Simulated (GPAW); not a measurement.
# The basis that the transmission of a carbon nanotube (3, 3); an Al atom over a ring needs, part 2 of 2

Wanted: the zero-bias transmission of a carbon nanotube (3, 3); an Al atom over a ring on a ladder of levels, with run times.

GPAW 26.7.0; GPAW LCAO, PAW setups; Landauer transmission from Green's functions with principal layers (ASE), zero bias.

So far, conductance (G₀): step 2 (GPAW, szp, PBE, GPAW) 1.94; step 3 (basis sz(dzp), PBE, GPAW) 1.95; step 4 (RPBE) 1.94.

**6. The levels side by side**

The curves are compared point by point over the common energies.

This step: comparison of transmission and cost over codes and levels (GPAW 26.7.0).

Ladder, by row:

| step | code | T at the Fermi level (sum over the listed spins) | conductance (G0) | r.m.s. T(E) from the first | wall time (s) | peak memory (GiB) | threads |
| --- | --- | --- | --- | --- | --- | --- | --- |
| szp | GPAW | 3.894 | 1.942 | 0 | 2572 | 2.92 | 1 |
| sz | GPAW | 3.895 | 1.945 | 2.048 | 433.3 | 2.17 | 1 |
| szp-RPBE | GPAW | 3.893 | 1.941 | 0.1408 | 2576 | 2.92 | 1 |

The transmission, zone mean, sum over the listed spins by energy, zero at the Fermi level:

| energy (eV) | szp | sz | szp-RPBE |
| --- | --- | --- | --- |
| -2.00 | 2.00 | 2.00 | 2.00 |
| -1.85 | 2.00 | 2.00 | 2.00 |
| -1.70 | 1.99 | 2.00 | 1.99 |
| -1.60 | 1.99 | 2.00 | 1.99 |
| -1.45 | 2.00 | 2.00 | 2.00 |
| -1.30 | 2.00 | 3.31 | 2.00 |
| -1.15 | 3.16 | 3.60 | 3.21 |
| -1.05 | 2.60 | 3.27 | 2.22 |
| -0.90 | 3.71 | 3.55 | 3.70 |
| -0.75 | 3.83 | 3.83 | 3.83 |
| -0.60 | 3.88 | 3.89 | 3.88 |
| -0.50 | 3.90 | 3.91 | 3.90 |
| -0.35 | 3.92 | 3.92 | 3.92 |
| -0.25 | 3.92 | 3.92 | 3.92 |
| -0.20 | 3.92 | 3.92 | 3.92 |
| -0.05 | 3.90 | 3.90 | 3.90 |
| 0.00 | 3.89 | 3.90 | 3.89 |
| 0.05 | 3.86 | 3.88 | 3.86 |
| 0.20 | 3.59 | 3.79 | 3.56 |
| 0.35 | 2.10 | 3.53 | 2.02 |
| 0.50 | 2.97 | 2.72 | 3.03 |
| 0.60 | 3.41 | 1.95 | 3.43 |
| 0.65 | 3.47 | 1.97 | 3.46 |
| 0.75 | 1.80 | 2.64 | 2.43 |
| 0.90 | 9.11 | 3.31 | 9.21 |
| 1.00 | 9.83 | 2.88 | 9.88 |
| 1.05 | 9.43 | 1.66 | 9.55 |
| 1.15 | 8.58 | 1.98 | 8.62 |
| 1.30 | 8.77 | 7.49 | 8.78 |
| 1.45 | 8.93 | 8.33 | 8.93 |
| 1.60 | 9.02 | 8.70 | 9.03 |
| 1.70 | 9.05 | 8.86 | 9.05 |
| 1.85 | 8.95 | 9.00 | 8.96 |
| 2.00 | 8.63 | 8.99 | 8.65 |

**7. Broadening 0.01, temperature 150**

The broadening keeps the Green's functions finite; too large a value absorbs electrons where channels are open and leaks them where none are. Temperature enters only through the Fermi window.

This step: GPAW LCAO, PAW setups; Landauer transmission from Green's functions with principal layers (ASE), zero bias (GPAW 26.7.0).

run.py reads:

```python
import json
import numpy as np
from ase import Atoms
from ase.transport.calculators import TransportCalculator
from gpaw import GPAW, FermiDirac
from gpaw.lcao.tools import get_lcao_hamiltonian
from scipy.linalg import eigh

# The junction with lead layers at both ends, along the third cell vector
device = Atoms(
    ['C', 'C', 'C', 'C', 'C', 'C', 'C', 'C', 'C', 'C', 'C', 'C', 'C', 'C', 'C', 'C', 'C', 'C', 'C', 'C', 'C', 'C', 'C', 'C', 'C', 'C', 'C', 'C', 'C', 'C', 'C', 'C', 'C', 'C', 'C', 'C', 'C', 'C', 'C', 'C', 'C', 'C', 'C', 'C', 'C', 'C', 'C', 'C', 'C', 'C', 'C', 'C', 'C', 'C', 'C', 'C', 'C', 'C', 'C', 'C', 'C', 'C', 'C', 'C', 'C', 'C', 'C', 'C', 'Al', 'C', 'C', 'C', 'C', 'C', 'C', 'C', 'C', 'C', 'C', 'C', 'C', 'C', 'C', 'C', 'C', 'C', 'C', 'C', 'C', 'C', 'C', 'C', 'C', 'C', 'C', 'C', 'C', 'C', 'C', 'C', 'C', 'C', 'C', 'C', 'C', 'C', 'C', 'C', 'C', 'C', 'C', 'C', 'C', 'C', 'C', 'C', 'C', 'C', 'C', 'C', 'C', 'C', 'C', 'C', 'C', 'C', 'C', 'C', 'C', 'C', 'C', 'C', 'C', 'C', 'C', 'C', 'C', 'C', 'C', 'C', 'C', 'C', 'C', 'C', 'C'],
    positions=[
        [4.12267, 6.72967, 0.61488],
        [5.01700, 7.79550, 0.61488],
        [5.01700, 4.27250, 0.61488],
        [6.38720, 4.03090, 0.61488],
        [7.59213, 7.34143, 0.61488],
        [8.06800, 6.03400, 0.61488],
        [4.00000, 6.03400, 1.84463],
        [4.47587, 4.72657, 1.84463],
        [5.68080, 8.03710, 1.84463],
        [7.05100, 7.79550, 1.84463],
        [7.05100, 4.27250, 1.84463],
        [7.94534, 5.33833, 1.84463],
        [4.12267, 6.72967, 3.07439],
        [5.01700, 7.79550, 3.07439],
        [5.01700, 4.27250, 3.07439],
        [6.38720, 4.03090, 3.07439],
        [7.59213, 7.34143, 3.07439],
        [8.06800, 6.03400, 3.07439],
        [4.00000, 6.03400, 4.30415],
        [4.47587, 4.72657, 4.30415],
        [5.68080, 8.03710, 4.30415],
        [7.05100, 7.79550, 4.30415],
        [7.05100, 4.27250, 4.30415],
        [7.94534, 5.33833, 4.30415],
        [4.12267, 6.72967, 5.53390],
        [5.01700, 7.79550, 5.53390],
        [5.01700, 4.27250, 5.53390],
        [6.38720, 4.03090, 5.53390],
        [7.59213, 7.34143, 5.53390],
        [8.06800, 6.03400, 5.53390],
[... 109 atom lines left out ...]
        [4.00000, 6.03400, 28.89927],
        [4.47587, 4.72657, 28.89927],
        [5.68080, 8.03710, 28.89927],
        [7.05100, 7.79550, 28.89927],
        [7.05100, 4.27250, 28.89927],
        [7.94534, 5.33833, 28.89927]],
    cell=[[12.068, 0.0, 0.0], [0.0, 12.068, 0.0], [0.0, 0.0, 29.51415]],
    pbc=True,
    magmoms=[0.0, 0.0, 0.0, 0.0, 0.0, 0.0, 0.0, 0.0, 0.0, 0.0, 0.0, 0.0, 0.0, 0.0, 0.0, 0.0, 0.0, 0.0, 0.0, 0.0, 0.0, 0.0, 0.0, 0.0, 0.0, 0.0, 0.0, 0.0, 0.0, 0.0, 0.0, 0.0, 0.0, 0.0, 0.0, 0.0, 0.0, 0.0, 0.0, 0.0, 0.0, 0.0, 0.0, 0.0, 0.0, 0.0, 0.0, 0.0, 0.0, 0.0, 0.0, 0.0, 0.0, 0.0, 0.0, 0.0, 0.0, 0.0, 0.0, 0.0, 0.0, 0.5, 0.0, 0.0, 0.5, 0.0, 0.5, 0.0, 0.0, 0.5, 0.0, 0.0, 0.0, 0.0, 0.0, 0.5, 0.0, 0.0, 0.0, 0.0, 0.0, 0.0, 0.0, 0.0, 0.0, 0.0, 0.0, 0.0, 0.0, 0.0, 0.0, 0.0, 0.0, 0.0, 0.0, 0.0, 0.0, 0.0, 0.0, 0.0, 0.0, 0.0, 0.0, 0.0, 0.0, 0.0, 0.0, 0.0, 0.0, 0.0, 0.0, 0.0, 0.0, 0.0, 0.0, 0.0, 0.0, 0.0, 0.0, 0.0, 0.0, 0.0, 0.0, 0.0, 0.0, 0.0, 0.0, 0.0, 0.0, 0.0, 0.0, 0.0, 0.0, 0.0, 0.0, 0.0, 0.0, 0.0, 0.0, 0.0, 0.0, 0.0, 0.0, 0.0, 0.0])

# One principal layer of the lead: the first 36 atoms of the device
lead = Atoms(
    ['C', 'C', 'C', 'C', 'C', 'C', 'C', 'C', 'C', 'C', 'C', 'C', 'C', 'C', 'C', 'C', 'C', 'C', 'C', 'C', 'C', 'C', 'C', 'C', 'C', 'C', 'C', 'C', 'C', 'C', 'C', 'C', 'C', 'C', 'C', 'C'],
    positions=[
        [4.12267, 6.72967, 0.61488],
        [5.01700, 7.79550, 0.61488],
        [5.01700, 4.27250, 0.61488],
        [6.38720, 4.03090, 0.61488],
        [7.59213, 7.34143, 0.61488],
        [8.06800, 6.03400, 0.61488],
        [4.00000, 6.03400, 1.84463],
        [4.47587, 4.72657, 1.84463],
        [5.68080, 8.03710, 1.84463],
        [7.05100, 7.79550, 1.84463],
        [7.05100, 4.27250, 1.84463],
        [7.94534, 5.33833, 1.84463],
        [4.12267, 6.72967, 3.07439],
        [5.01700, 7.79550, 3.07439],
        [5.01700, 4.27250, 3.07439],
        [6.38720, 4.03090, 3.07439],
        [7.59213, 7.34143, 3.07439],
        [8.06800, 6.03400, 3.07439],
        [4.00000, 6.03400, 4.30415],
        [4.47587, 4.72657, 4.30415],
        [5.68080, 8.03710, 4.30415],
        [7.05100, 7.79550, 4.30415],
        [7.05100, 4.27250, 4.30415],
        [7.94534, 5.33833, 4.30415],
        [4.12267, 6.72967, 5.53390],
        [5.01700, 7.79550, 5.53390],
        [5.01700, 4.27250, 5.53390],
        [6.38720, 4.03090, 5.53390],
        [7.59213, 7.34143, 5.53390],
        [8.06800, 6.03400, 5.53390],
        [4.00000, 6.03400, 6.76366],
        [4.47587, 4.72657, 6.76366],
        [5.68080, 8.03710, 6.76366],
        [7.05100, 7.79550, 6.76366],
        [7.05100, 4.27250, 6.76366],
        [7.94534, 5.33833, 6.76366]],
    cell=[[12.068, 0.0, 0.0], [0.0, 12.068, 0.0], [0.0, 0.0, 7.37854]],
    pbc=True,
    magmoms=[0.0, 0.0, 0.0, 0.0, 0.0, 0.0, 0.0, 0.0, 0.0, 0.0, 0.0, 0.0, 0.0, 0.0, 0.0, 0.0, 0.0, 0.0, 0.0, 0.0, 0.0, 0.0, 0.0, 0.0, 0.0, 0.0, 0.0, 0.0, 0.0, 0.0, 0.0, 0.0, 0.0, 0.0, 0.0, 0.0])

settings = dict(mode='lcao', basis='szp(dzp)', xc='PBE', h=0.2,
                occupations=FermiDirac(0.1), maxiter=250,
                mixer=dict(beta=0.05, nmaxold=8, weight=100.0),
                convergence=dict(density=0.0001))
energies = np.arange(-2, 2 + 1e-9, 0.05)
eta = 0.01
n1, n2 = 1, 1
# k and -k transmit alike, so half of the mesh across the current serves
mesh = [(i, j) for i in range(n1) for j in range(n2) if (i, j) <= (-i % n1, -j % n2)]
weights = np.array([1 if (i, j) == (-i % n1, -j % n2) else 2 for i, j in mesh]) / (n1 * n2)


def ground_state(atoms, size, txt):
    atoms.calc = GPAW(kpts={'size': size, 'gamma': True}, symmetry={'tolerance': 1e-3}, txt=txt, **settings)
    atoms.get_potential_energy()
    return atoms.calc.get_fermi_level()


def blocks(atoms, fermi, points, nz, cells):
    """H - E_F S and S between cell 0 and the cells above it, at each point across the current."""
    kz = np.arange(nz) / nz
    calc = atoms.calc.fixed_density(kpts=[(*k, z) for k in points for z in kz], symmetry='off', txt=None)
    H, S = get_lcao_hamiltonian(calc)
    H = (H - fermi * S).reshape(len(H), len(points), nz, *S.shape[1:])
    S = S.reshape(H.shape[1:])
    phases = [np.exp(-2j * np.pi * kz * R) / nz for R in cells]
    return [(np.einsum('skzij,z->ksij', H, p), np.einsum('kzij,z->kij', S, p)) for p in phases]


def pair(a, b):
    return np.block([[a, b], [b.T.conj(), a]])


def count_channels(h, s, cells, nk=240):
    """Half the number of times that the lead's bands cross each energy, unfolded to its shortest repeat."""
    b = len(h) // cells
    bands = []
    for k in (np.arange(nk + 1) + 0.5) / nk:
        hk, sk = h[:b, :b].copy(), s[:b, :b].copy()
        for R in range(1, cells):
            phase, block = np.exp(2j * np.pi * k * R), slice(R * b, (R + 1) * b)
            hk += h[:b, block] * phase + (h[:b, block] * phase).T.conj()
            sk += s[:b, block] * phase + (s[:b, block] * phase).T.conj()
        w, u = eigh(sk)
        x = u[:, w > 1e-5] / w[w > 1e-5]**0.5  # drop near-dependent combinations
        bands.append(np.r_[eigh(x.T.conj() @ hk @ x, eigvals_only=True), [1e9] * (w <= 1e-5).sum()])
    below = np.array(bands)[:, :, None] < energies
    return (below[1:] != below[:-1]).sum((0, 1)) / 2


fermi_lead = ground_state(lead, (1, 1, 15), 'lead.txt')
fermi_device = ground_state(device, (1, 1, 3), 'device.txt')
T, channels, eigen, tail, misfit, shifts = [], [], [], 0.0, 0.0, []
for first in range(0, len(mesh), 2):
    points = [(i / n1, j / n2) for i, j in mesh[first:first + 2]]
    (H0k, S0k), (H1k, S1k), (H2k, _) = blocks(lead, fermi_lead, points, 5, range(3))
    [(Hk, Sk)] = blocks(device, fermi_device, points, 2, [0])
    tail = max(tail, abs(H2k).max())
    for H0, S0, H1, S1, H, S in zip(H0k, S0k, H1k, S1k, Hk, Sk):
        n = len(S0)
        # Shift the lead onto the potential of the device's first layer
        shift = ((H[:, 0, 0] - H0[:, 0, 0]) / S0[0, 0]).real.mean()
        shifts.append(shift)
        misfit = max(misfit, abs(H[:, :n, :n] - H0 - shift * S0).max())
        Tk, Ck, Ek = [], [], []
        for s in range(len(H)):
            t = s % len(H0)  # a lead without moments serves both spins
            h1, s1 = pair(H0[t] + shift * S0, H1[t] + shift * S1), pair(S0, S1)
            leads = dict(h1=h1, s1=s1, energies=energies, eta=eta, eta1=eta, eta2=eta)
            calc = TransportCalculator(h=H[s], s=S, eigenchannels=3, **leads)
            Tk.append(calc.get_transmission())
            Ek.append(np.sort(calc.eigenchannels_ne, axis=0)[::-1])
            Ck.append(count_channels(h1, s1, 6))
        T.append(Tk)
        channels.append(Ck)
        eigen.append(Ek)
T, channels = np.array(T), np.array(channels)
mean, open_channels = np.einsum('kse,k->se', T, weights), np.einsum('kse,k->se', channels, weights)

print(f'basis functions: device {len(S)}, principal layer {n}')
print(f'Fermi level: lead {fermi_lead:.4f} eV, device {fermi_device:.4f} eV; lead shifted by {np.mean(shifts):.4f} eV')
print(f'largest coupling past the next layer {tail:.2e} eV, largest misfit of the first layer {misfit:.3f} eV')
print('  E-E_F (eV)   ' + 'T up        T down      channels up  channels down')
for e, t, c in zip(energies, mean.T, open_channels.T):
    print(f'{e:10.3f}  ', *[f'{x:11.4e}' for x in t], *[f'{x:9.4f}' for x in c])

kT = 8.617333e-5 * 150
fine = np.linspace(energies[0], energies[-1], 4001)
both = np.exp(np.interp(fine, energies, np.log(np.maximum(mean.sum(0) * 2 / len(mean), 1e-30))))
fermi = lambda mu: 1 / (1 + np.exp(np.clip((fine - mu) / kT, -200, 200)))
slope = fermi(0) * (1 - fermi(0)) / kT
G = np.trapezoid(both * slope, fine) / 2
seebeck = -np.trapezoid(both * slope * fine, fine) / (2 * G * 150) * 1e6
print(f'conductance at 150 K: {G:.5g} G0 a cell; thermopower {seebeck:.4g} uV/K')
bias = [0.1, 0.2, 0.5, 1.0, 1.5, 2.0]
current = [38.74 * np.trapezoid(both * (fermi(V / 2) - fermi(-V / 2)), fine) for V in bias]
for V, I in zip(bias, current):
    print(f'current from the zero-bias T(E) at {V} V: {I:.5g} uA')
zero = abs(energies).argmin()
json.dump(dict(energies=energies.tolist(), T=mean.tolist(), channels=open_channels.tolist(), G=G, seebeck=seebeck,
               bias=bias, current=current, tail=tail, misfit=misfit, shift=np.mean(shifts), n_device=len(S), n_lead=n,
               fermi=[fermi_lead, fermi_device], energy=device.get_potential_energy(),
               moments=device.get_magnetic_moments().tolist(), mesh=mesh, weights=weights.tolist(),
               T_k=T[:, :, zero].tolist(), eigen=np.array(eigen[0]).tolist()), open('result.json', 'w'))
```

Launch:

```
OMP_NUM_THREADS=1 OPENBLAS_NUM_THREADS=1 python run.py
```

Elapsed: 40 min, on 1 thread of Arm Neoverse V1, shared host; peak memory 2.9 GiB.

The run finished with changed settings (eta = 0.01 and temperature = 150); it serves as a test.

The two runs compared:

| quantity | this run | sound run | difference |
| --- | --- | --- | --- |
| conductance (G₀) | 1.6662 | 1.9419 | -0.276 |
| transmission at the Fermi level, spin up | 1.6672 | 1.9468 | -0.280 |
| transmission at the Fermi level, spin down | 1.6676 | 1.9471 | -0.280 |

One result that differs is the transmission at the Fermi level, spin up, 1.67 against 1.95.

**8. Summary of results**

```
conductance                                        : 1.94 G₀
transmission at the Fermi level, mean of the spins : 1.95
thermopower                                        : about 0 (under 1.5 μV/K)
```

**Reading.** In the szp basis the junction conducts 1.94 G₀ at 300 K, with T = 1.95 as the mean of the two spins at the Fermi level; the sz basis reaches that conductance within 10 %. Measured against the first run (szp), the nearest curve is that of szp-RPBE (r.m.s. 0.14) and the farthest that of sz (2.0). Over the compared runs wall time goes from 433 s (sz) to 2576 s (szp-RPBE), on a shared host. The geometry was built from estimated bond lengths and not relaxed, so the numbers describe this model structure. The currents use the zero-bias T(E) throughout, which holds only while the bias is small against the distance to the nearest feature. One magnetic start was tried; another order may lie lower. The energy step is wider than the thermal energy, so the conductance and thermopower rest on interpolation of T(E).

[Logs are printed without paths, hosts, clocks, repeated set-up lines and the standing remarks that a program may print on its own settings, such as how far it seeks lower states.]

[Hosts, paths, dates, database ids (printed as entryN), source tags and the programs' standing remarks are cut or masked in the printed files.]
